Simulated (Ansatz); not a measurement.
SiMo3 (Pm-3n): the Drude term of Re ε in the infrared

Re ε of SiMo3 (Pm-3n) at low photon energies is read from one computed spectrum; the carriers' damping was typed as γ = 0.05 eV.

The structure is cubic, space group Pm-3n (No. 223). Conventional cell: a = 4.889 Å, b = 4.889 Å, c = 4.889 Å, α = 90.00°, β = 90.00°, γ = 90.00°. Mo on site c is surrounded by 2 Mo at 2.44 Å and 4 Si at 2.73 Å. Si on site a is surrounded by 12 Mo at 2.73 Å.

Method: Ansatz 0.2.0, PBE, independent particles, k-mesh 6×6×6 with interpolation inside its cells, Gaussian parameter 0.15 eV.

Launch of the response step: `ansatz run input.yaml --threads 4 --pin off --max-ram 8192MiB --backend cpu --events-out ev --progress --plain --runs-dir out`. The run took 68 s, on 4 threads of Arm Neoverse V2, with other jobs on the host.

```
photon energy E (eV)  wavelength (µm)    Re ε
                0.25             4.96  -403.5
                0.30             4.13  -273.5
                0.35             3.54  -197.3
                0.40             3.10  -151.1
                0.50             2.48  -103.0
                0.60             2.07   -75.6
                0.70             1.77       ?
```

A Drude term over a constant background gives Re ε = ε_b − ωp²/(E² + γ²), linear in 1/(E² + γ²).

Working, on the rows shown:

| x = 1/(E² + γ²) (eV⁻²) | y = Re ε |
| --- | --- |
| 15.3846 | -403.5 |
| 10.8108 | -273.5 |
| 8 | -197.3 |
| 6.15385 | -151.1 |
| 3.9604 | -103 |
| 2.75862 | -75.6 |

Means: x̄ = 7.8447, ȳ = -200.67. Σ(x − x̄)(y − ȳ) = -2844, Σ(x − x̄)² = 109.5. Slope = -2844 / 109.5 = -25.98; intercept = ȳ − slope · x̄ = 3.1141. The line misses the rows shown by at most 7.4.

**Question.** Predict the last column of the withheld row from the fit.

**Answer.** At x = 2.0305 the line gives y = -49.631. The run gave -52.5, so the extrapolation is off by 2.9, 0.8 % of the range in the table.

Refitted with all rows, the slope is -25.87 and the intercept 1.9798. These give ωp = √(−slope) = 5.09 eV, against 5.70 eV from the program's Fermi-surface sum, and an intercept of 2.0. Taking the program's Drude term off the rows leaves 96 at the lowest energy and 13 at the highest, so the background isn't constant: interband transitions lie in or near the window, and neither fitted number can be trusted. The values come from a sum over the points of one k-mesh and carry its error, which is largest for Fermi-surface quantities. Spin-orbit coupling is left out.

[Logs are printed without paths, hosts, clocks, repeated set-up lines and the standing remarks that a program may print on its own settings, such as how far it seeks lower states.]
